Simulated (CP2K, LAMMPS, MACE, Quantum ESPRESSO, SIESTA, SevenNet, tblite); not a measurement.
# Pressure against volume in amorphous carbon (64 atoms), QE, PBE

Density of this cell: 1.74 g/cm³. The cell holds 64 atoms: 64 C. Its edges and angles: a = 9.022 Å, b = 9.022 Å, c = 9.022 Å, α = 90.0°, β = 90.0°, γ = 90.0°. 64 atoms (64 C) placed at random at 1.74 g/cm³, melted at 5500 K for 10 ps at fixed volume with the LCBOP (Los and Fasolino, Phys. Rev. B 68, 024107 (2003)). Quenched from 5500 K to 300 K at 100 K/ps and fixed volume, held 5 ps. Then the atoms were relaxed with SevenNet 0 in the fixed cell.

Calculated with Quantum ESPRESSO 7.5: PBE; plane waves, SSSP efficiency, 45/360 Ry; k-points Γ. The unchanged cell has V0 = 11.476 Å³ an atom and P0 = -6.229 GPa. It is scaled evenly, and SevenNet 0 relaxes the atoms at each volume before the single point.

```
volume (Å³/atom)  pressure (GPa)
          10.787          0.0287
          11.131               ?
          11.820          -8.904
          12.164          -11.18
```

**Question.** Fit a second-order expansion in ln V to the rows given and interpolate to the withheld row.

Worked fit:

To second order in u = ln(V/V0), P = P0 − B u + ½ B B′ u², with B the bulk modulus at V0 and B′ its pressure derivative. So v = (P − P0)/u is a line in u, with intercept −B and slope ½ B B′.

```
         u   v (GPa)
-0.0618754  -101.139
 0.0295588  -90.4874
 0.0582689  -84.8772
```

With n = 3: mean u = 0.00865077, mean v = -92.1678, Σ(u − ū)² = 0.0078730, Σ(u − ū)(v − v̄) = 1.0296. Slope b = 1.0296 / 0.0078730 = 130.77; intercept a = v̄ − b ū = -93.299.

So B = 93.3 GPa and B′ = 2b/B = 2.8. At the withheld volume u = -0.03046, v = a + b u = -97.28 GPa, and P = P0 + u v.

Prediction at 11.131: -3.266 GPa. The run gave -3.197 GPa, so the fit is low by 0.069 GPa (2.2 % of the value).

B′ = 2.8 rests on three points. Among the rows given, the largest miss of the fit is at 12.164, by 0.047 GPa (0.42 % of the range of the table).

Limits: Static cells at zero temperature, with the cell shape held. The atoms follow SevenNet 0, not this level's own minimum.

[Logs are printed without paths, hosts, clocks, repeated set-up lines and the standing remarks that a program may print on its own settings, such as how far it seeks lower states.]

[Hosts, paths, dates, database ids (printed as entryN), source tags and the programs' standing remarks are cut or masked in the printed files.]
